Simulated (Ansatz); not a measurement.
# Lattice dynamics of YS (Fm-3m), part 2 of 2

How does YS (Fm-3m) vibrate, and is this structure a minimum?

Ansatz 0.2.0; DFT PBEsol, scalar-relativistic, plane waves, norm-conserving pseudopotentials.

So far. Step 3 (Tight relaxation): The forces vanish by symmetry and the pressure is 0.000 GPa, within the tolerances set. The cell now holds 20.33 Å³/atom. Step 4 (Zone-centre response): Before it was imposed, the acoustic sum rule was missed by 3.6e-5 eV/Å². Small misses are needed for a sound result but don't prove that mesh and cutoff are converged. The lowest optical mode is real, 300 cm⁻¹. The relaxed cell has a = 5.459 Å (conventional setting).

## (5) Phonons on a q mesh

Stability and thermal properties need the whole zone. Linear response on a 4×4×4 q mesh gives force constants as far as a supercell of that size would.

Input file input.yaml:

```yaml
crystal:
  lattice:
    - [0.0, 2.7293379418, 2.7293379418]
    - [2.7293379418, 0.0, 2.7293379418]
    - [2.7293379418, 2.7293379418, 0.0]
  atoms:
    - { symbol: "Y", position: [0.5, 0.5, 0.5] }
    - { symbol: S, position: [0.0, 0.0, 0.0] }
kpoints:
  mp_grid: { grid: [12, 12, 12] }
hamiltonian:
  xc: pbesol
  pseudopotentials: { kind: nc }
scf:
  occupations: { method: methfessel_paxton, width: 0.15 }
output:
  eigenvalues: true
phonons:
  method: dfpt
  qmesh: [4, 4, 4]
  temperatures: { t_max: 1000, t_step: 50 }
  qpath:
    path:
      - [[0.0, 0.0, 0.0], [0.5, 0.0, 0.5], [0.625, 0.25, 0.625]]
      - [[0.375, 0.375, 0.75], [0.0, 0.0, 0.0], [0.5, 0.5, 0.5], [0.5, 0.25, 0.75], [0.5, 0.0, 0.5]]
    npoints: 10
```

Command:

```sh
$ ansatz run input.yaml --threads 4 --pin off --max-ram 7168MiB --backend cpu --events-out ev --progress --plain --runs-dir out
```

Numbers of over 12 decimals in the logs are rounded to 6 here.

The program printed:

```text
[...]
Crystal: 2 atoms, lattice volume = 40.663 Å³
Basis set: ecut = 979.609905 eV, 2741 PW (Γ), exchange–correlation on 80×80×80 points (8 copies of the dense FFT grid, shifted against one another)
Bands: 13, of which v1, the nominal top of the filled ones, is band 9 counted from 1 (8 counted from 0)
Symmetry: 48 space group operations
k-points: 72 of 1728
[...]
SCF iter   1: F=—  HF=-1413.890757 eV  |F-HF|=—  |Δ(HF+E_count)|=         —  Δρ=2.50e-2  dr2=2.89e-1  ethr=3.10e-3  ⟨swp⟩=6.6  Hψ=14053  notcnv=0
[...]
SCF iter   9: F=-1413.801400 eV  HF=-1413.801400 eV  |F-HF|=4.55e-13  |Δ(HF+E_count)|=  2.27e-13  S|Δr|=    0.00e0  Δρ=1.74e-8  dr2=4.91e-14  ethr=1.00e-12  ⟨swp⟩=13.1  Hψ=7285  notcnv=0
SCF 1 converged in 9 iterations: F = -1413.801400 eV  dr2 = 4.91e-14
phonons: the bands overlap, so this run is a metal and interpolates without the dipole-dipole term. If the crystal is really an insulator or semiconductor, its LO-TO splitting is missing
NSCF: frozen V_eff on 72 k-points
[...]
DFPT response loops at q = (0, 0, 0) (fractional): preconditioner auto → Kerker (q_TF=auto, 2.359 Å⁻¹) (partly filled bands, converged f_vac=0.000); β = 1.00, the filter's whole step (`scf.mixing.beta` (0.50) is not read by the response loops under this deck's `scf.mixing.preconditioner`; to damp them name `kerker` or `kerker_dos`, under which they read `scf.mixing.beta`, and type it under 1.00, their step now; both keys bind the ground state too); Broyden in place of MSR1
[...]
phonons.qmesh, q = [0.0000, 0.2500, -0.5000]: its response loops start from zero, take more passes and end by a threshold: the memory limit or budget leaves too little room for the subspace of the ground state's own states beside the solves, or none could be made (phonons.method)
[...]
SCF converged after 9 iterations
[...]
Free energy (F): -1413.801400 eV
[...]
Internal energy: -1413.803033 eV  (E = F + TS)
E sigma→0 (E₀):  -1413.801809 eV
Entropy (-TS):   0.001633 eV (0.816 meV/atom)
Fermi energy:    12.709649 eV
[...]
--- Band table (eV; the first three rows and the last of 72) ---
  k-point 0: bands = [... 5 lower, 9.3099, 9.3099, 9.3099, 12.4821, 12.4821, 12.4821, 13.3408, 13.3408, ... 4 higher]
  k-point 1: bands = [... 5 lower, 8.8949, 9.0924, 9.0924, 12.5761, 12.6298, 12.6298, 13.6790, 13.6790, ... 4 higher]
  k-point 2: bands = [... 5 lower, 8.0084, 8.6192, 8.6192, 12.7389, 13.0191, 13.0191, 14.5548, 14.5548, ... 4 higher]
  k-point 71: bands = [... 5 lower, 7.2012, 7.4678, 7.4678, 13.5481, 13.5481, 15.5368, 16.2058, 16.6386, ... 4 higher]
--- Phonons (Γ-DFPT): 2 representative perturbations + reference (Σ response iterations 5) ---
  ASR residual: 3.150e-5 → 0.000e0 eV/Å²; symmetrization residual: 4.976e-7 eV/Å²
  ASR residual per site (eV/Å²): 3.15e-5 1.20e-5
  Γ frequencies (cm⁻¹): 0.00 0.00 0.00 300.10 300.10 300.10
--- Phonons (arbitrary-q DFPT): 8 irreducible q on the 4×4×4 mesh ---
  q = [0.0000, 0.0000, 0.0000] (star 1, of the zone-centre solve; hermiticity 1.28e-7, symmetrization 3.53e-15): 0.00 0.00 0.00 300.10 300.10 300.10
  q = [0.0000, 0.0000, 0.2500] (star 8, 2 solved perturbations on 936 of 1728 k-point pairs; hermiticity 1.06e-7, symmetrization 8.05e-9, the responses' own estimated error 9.5e-5 eV/Å²): 99.04 99.04 121.21 293.58 295.56 295.56
[...]
q = [0.0000, 0.2500, 0.2500] (star 6, 4 solved perturbations in 1608 linear systems a pass and spin channel, the states on 510 of 1728 k-point pairs; hermiticity 1.43e-7, symmetrization 7.08e-10, the responses' own estimated error 1.0e-4 eV/Å²): 72.49 72.49 142.87 292.86 296.82 296.82
[...]
sum rule: each row above includes the acoustic sum rule's correction from the zone centre's row sums; it moved no ω² by more than (0.32 cm⁻¹)²
  mesh force constants: q→R imaginary residual 5.26e-18; ASR residual 3.150e-5 → 0.000e0 eV/Å²; symmetrization residual 6.217e-15 eV/Å²
  interpolated dispersion: 62 rows × 6 modes
  density of states and harmonic sums: on the 20×20×20 q-mesh, interpolated from the force constants of a 4×4×4 supercell (no non-analytic term)
  largest difference from the sums on the solved wave vectors: F 1.21e-2 eV, S 1.61e-5 and C_V 4.01e-6 eV/K
  zero-point energy: 0.075581 eV/cell   skipped modes (ω ≤ 0): 3   left out of the sums: 6.25e-5 of the cell's modes: C_V's classical limit lies that fraction below 3 k_B per atom; for a crystal, a wire or a layer, F and S can be off by more, and a phonons.interpolated_qmesh denser along its periods is the remedy for the sampling
```

The job ended after 9.5 min (4 threads of Arm Neoverse V2, shared host; peak memory 4.9 GiB; 37 min of CPU time).

Numbers from this step:

| Property | Result |
| --- | --- |
| sum-rule residual before enforcement | 3.15e-5 eV/Å² |
| lowest frequency on the path | 0 cm⁻¹ |
| highest frequency on the path or at a solved wavevector | 301.8 cm⁻¹ |
| mean frequency | 203.2 cm⁻¹ |
| Debye temperature (second moment) | 413 K |
| logarithmic mean frequency | 180.6 cm⁻¹ |
| lowest mode on the q mesh (acoustic modes at Γ apart) | 72.49 cm⁻¹ |
| zero-point energy per atom | 37.79 meV |
| heat capacity at 300 K | 22.77 J/(mol atoms K) |
| vibrational entropy at 300 K | 29.67 J/(mol atoms K) |
| edges of the widest gap between branches, on path and mesh | 145.9, 281 cm⁻¹ |

Frequencies (cm⁻¹) solved at each irreducible wavevector; negative means imaginary. Frequencies by wavevector, by row:

```csv
q in reciprocal lattice units,star,mode 1,mode 2,mode 3,mode 4,mode 5,mode 6
0 0 0,1,0,0,0,300.1,300.1,300.1
0 0 0.25,8,99,99,121.2,293.6,295.6,295.6
0 0 -0.5,4,132.4,145.9,145.9,281,281,301.8
0 0.25 0.25,6,72.5,72.5,142.9,292.9,296.8,296.8
0 0.25 -0.5,24,105.2,121.3,124.7,290.8,291.7,295.6
0 0.25 -0.25,12,93.1,137.6,138.6,284.1,291.3,293.3
0 -0.5 -0.5,3,98,98,107.8,295.1,295.1,299.5
0.25 -0.5 -0.25,6,108.1,108.1,120.3,287.5,293.2,293.2
```

Interpolated from a 4×4×4 q mesh. The phonon branches at the labelled points (cm⁻¹):

```csv
point,branch 1,branch 2,branch 3,branch 4,branch 5,branch 6
Γ,0,0,0,300,300,300
halfway,72,72,143,293,297,297
X,98,98,108,295,295,300
halfway,101,106,108,294,294,298
U,89,121,124,292,292,294
jump to K,89,121,124,292,292,294
halfway,83,124,136,290,293,294
Γ,0,0,0,300,300,300
halfway,99,99,121,294,296,296
L,132,146,146,281,281,302
halfway,111,121,139,286,289,296
W,108,108,120,288,293,293
halfway,98,109,114,292,294,296
X,98,98,108,295,295,300
```

The phonon branches as a text plot (rows in cm⁻¹):

```
    296 |********************************************************
    283 |                  *****              **************
    270 |
    258 |
    245 |
    233 |
    220 |
    207 |
    195 |
    182 |
    170 |
    157 |
    145 |      *               *                *******
    132 |    ** *          ******            ********* **
    119 |   *    ***    ***     **          **      **** *****
    107 |           *****        ***       *          ****** ****
     94 |        ***************            *               *****
     82 |  *    *               * **      **
     69 |      *                 *  *
     57 |    **                   ***    **
     44 | * *                        *   *
     31 |  *                        **  *
     19 | *                          *  *
      6 |*                            **
         Γ           X  U|K            Γ         L        W     X
```

Tetrahedra on a 20×20×20 mesh, mean over bins of 5 cm-1. Interpolated from a 4×4×4 q mesh. Phonon density of states against wavenumber; read off at these points:

```csv
wavenumber (cm⁻¹),phonon density of states (1/cm⁻¹/cell)
2,0
18,2.8e-4
32,0.00106
48,0.00222
58,0.00336
72,0.00587
88,0.0119
102,0.0541
118,0.0533
132,0.0584
138,0.0750
148,2.6e-4
158,0
172,0
188,0
202,0
218,0
232,0
248,0
258,0
272,0
288,0.117
292,0.287
302,0.00516
```

The partial phonon density of states has structure finer than the step of the table below, so its rows give means over 20 cm⁻¹, whole bins alone (the curve runs from -10 to 321 cm⁻¹). Peaks (cm⁻¹: height): S 293.5: 0.239; Y 137.6: 0.0674, 293.5: 0.0381.

Phonopy on the run's constants, 17x17x17 mesh, Gaussian sigma 2.4 cm-1. Interpolated from a 4×4×4 q mesh. Table of partial phonon density of states by wavenumber; means over each step; values in 1/cm⁻¹/cell:

| wavenumber (cm⁻¹) | S | Y |
| --- | --- | --- |
| 0 | 8.4e-6 | 2.1e-5 |
| 20 | 1.1e-4 | 3.1e-4 |
| 40 | 4.4e-4 | 0.00128 |
| 60 | 9.5e-4 | 0.00298 |
| 80 | 0.00200 | 0.00701 |
| 100 | 0.00792 | 0.0355 |
| 120 | 0.00556 | 0.0473 |
| 140 | 8.8e-4 | 0.0378 |
| 160 | 0 | 2.0e-5 |
| 180 | 0 | 0 |
| 200 | 0 | 0 |
| 220 | 0 | 0 |
| 240 | 0 | 0 |
| 260 | 0 | 0 |
| 280 | 0.0391 | 0.00302 |
| 300 | 0.0932 | 0.0149 |

Second derivatives of the energy by pair, one row for each kind of neighbour of each atom listed. Each entry sums the pair over the periodic images of the supercell that the q mesh stands for, and in a polar crystal it holds the long-range dipole part too. Force constants by pair, by row:

```
atom  neighbour  distance (Å)  third of the trace (eV/Å²)  along the pair's line (eV/Å²)
  Y1     itself             0                       7.319                              –
  Y1          S         2.729                      -1.197                         -3.269
  Y1          Y          3.86                      0.0278                          0.072
  Y1          S         4.727                     -0.0571                         -0.131
  Y1          Y         5.459                      0.1358                         0.5404
  Y1          S         6.103                     -0.0195                        -0.0729
  Y1          Y         6.685                     -0.0302                        -0.0754
  S2     itself             0                       9.032                              –
  S2          Y         2.729                      -1.197                         -3.269
  S2          S          3.86                     -0.0323                        -0.1432
  S2          Y         4.727                     -0.0571                         -0.131
  S2          S         5.459                     -0.1134                        -0.4068
  S2          Y         6.103                     -0.0195                        -0.0729
  S2          S         6.685                     -0.0048                        -0.0049
```

Harmonic thermodynamic functions per atom, from the density of states. Interpolated from a 4×4×4 q mesh. Thermodynamic functions, by row:

```csv
T (K),F_vib (meV/atom),S (J/mol-atom/K),C_V (J/mol-atom/K)
0,37.79,0,0
50,37.46,2.415,5.735
100,34.57,8.903,13.36
200,18.87,20.85,20.51
300,-7.54,29.67,22.77
400,-41.9,36.36,23.67
500,-82.44,41.69,24.12
600,-128,46.11,24.36
700,-177.8,49.88,24.51
800,-231.2,53.16,24.61
900,-287.9,56.06,24.68
1000,-347.4,58.67,24.73
```

Harmonic mean-square displacement, third of the trace. Interpolated from a 4×4×4 q mesh. Mean square displacements, by row:

```csv
T (K),Y1 U_eq (Å²),S2 U_eq (Å²)
0,0.0016,0.00224
100,0.00259,0.0029
300,0.00664,0.00603
600,0.01305,0.01145
```

Symmetry leaves 8 wavevectors to solve. The lowest mode among them, the acoustic zeros apart, lies at q = (0, 0.25, 0.25) and is real, 72.5 cm⁻¹.

## (6) Summary of results

```
space group after relaxation (within 0.01 Å)            : Fm-3m
volume per atom                                         : 20.3 Å³
electronic character                                    : no gap on this mesh
highest optical mode at the zone centre (no LO-TO term) : 300 cm⁻¹
lowest optical zone-centre mode                         : 300 cm⁻¹
lowest mode on the q mesh (acoustic modes at Γ apart)   : 72.5 cm⁻¹
highest frequency on the path or at a solved wavevector : 302 cm⁻¹
zero-point energy per atom                              : 37.8 meV
heat capacity at 300 K                                  : 22.8 J/(mol atoms K)
vibrational entropy at 300 K                            : 29.7 J/(mol atoms K)
Debye temperature (second moment)                       : 413 K
imaginary modes on the 4×4×4 q mesh                     : none
```

What this shows: The structure is a minimum as far as tested: no mode is imaginary at the 8 irreducible wavevectors of the 4×4×4 mesh, and the softest away from the acoustic zeros lies at 72 cm⁻¹. The optical modes at Γ form one degenerate level at 300 cm⁻¹. The highest mode in this list at Γ, 300.1 cm⁻¹, is mostly motion of S (73 % of the kinetic energy). On the path and the mesh, the widest gap between branches runs from 146 to 281 cm⁻¹. With no gap, or one that is small against the smearing, the frequencies hang on the k mesh and the smearing, most of all near Kohn anomalies. The phonon runs are without spin polarisation, although the cell has an odd electron count. These are harmonic frequencies at zero temperature: anharmonic shifts, linewidths and thermal expansion are left out.

[Logs are printed without paths, hosts, clocks, repeated set-up lines and the standing remarks that a program may print on its own settings, such as how far it seeks lower states.]

[Hosts, paths, dates, database ids (printed as entryN), source tags and the programs' standing remarks are cut or masked in the printed files.]
